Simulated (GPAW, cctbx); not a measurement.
# Reading charge transfer from structure factors

ScPd3N2, P6/mmm (no. 191), a = 5.5604 Å, b = 5.5604 Å, c = 3.0463 Å, α = 90.00°, β = 90.00°, γ = 120.00°.

```csv
atom,mult.,x,y,z
Pd1,3,0,1/2,1/2
Sc1,1,0,0,0
N1,2,2/3,1/3,0
```

The cell comes from substitution in a known structure type and wasn't matched to any measured phase.

Absolute values of the static structure factors of the conventional cell from DFT (PBE, GPAW) against free spherical atoms, in electrons:

| hkl | d (Å) | free atoms | crystal |
| --- | --- | --- | --- |
| 100 | 4.815 | 30.73 | 30.60 |
| 001 | 3.046 | 91.79 | 90.93 |
| 110 | 2.780 | 13.02 | 12.49 |
| 101 | 2.574 | 48.20 | 47.58 |
| 200 | 2.408 | 120.71 | 119.77 |
| 111 | 2.054 | 56.32 | 56.35 |
| 201 | 1.889 | 90.58 | 90.17 |
| 210 | 1.820 | 23.32 | 23.13 |
| 300 | 1.605 | 12.60 | 12.39 |
| 211 | 1.562 | 39.45 | 39.41 |

**Question.** Which way does charge move, and which reflections show it best?

Project each element's phase sum on the total phase. At low angle |F| should rise if density moves to atoms that scatter in phase and fall if it moves to atoms that scatter against it.

| hkl | Pd in phase | Sc in phase | N in phase | change (e) | (%) |
| --- | --- | --- | --- | --- | --- |
| 100 | +1.0 | -1.0 | +1.0 | -0.13 | -0.4 |
| 001 | +3.0 | -1.0 | -2.0 | -0.85 | -0.9 |
| 110 | +1.0 | -1.0 | -2.0 | -0.53 | -4.1 |
| 101 | +1.0 | +1.0 | -1.0 | -0.62 | -1.3 |
| 200 | +3.0 | +1.0 | -1.0 | -0.94 | -0.8 |
| 111 | +1.0 | +1.0 | +2.0 | +0.03 | +0.1 |
| 201 | +3.0 | -1.0 | +1.0 | -0.41 | -0.5 |
| 210 | +1.0 | -1.0 | +1.0 | -0.18 | -0.8 |

Low-angle reflections that set elements apart and change by more than 0.05 e: 100, 001, 110, 101, 200, 201 and 210. The real-space density gives Voronoi charges Pd +0.33, Sc 0.00, N -0.50 e. The signs that these charges predict hold for 001, 110, 101, 200 and 201 and fail for 100 and 210, so the simple rule can't give the direction here. The reflections see the density near the nuclei and the atoms' change of size and shape; Voronoi cells count what crosses the midplanes.

[Outputs are excerpts: Python notices, other lines and further rows are left out; steps that failed or that the build refused (PBEsol, TPSS) are not shown.]

[Logs are printed without paths, hosts, clocks, repeated set-up lines and the standing remarks that a program may print on its own settings, such as how far it seeks lower states.]
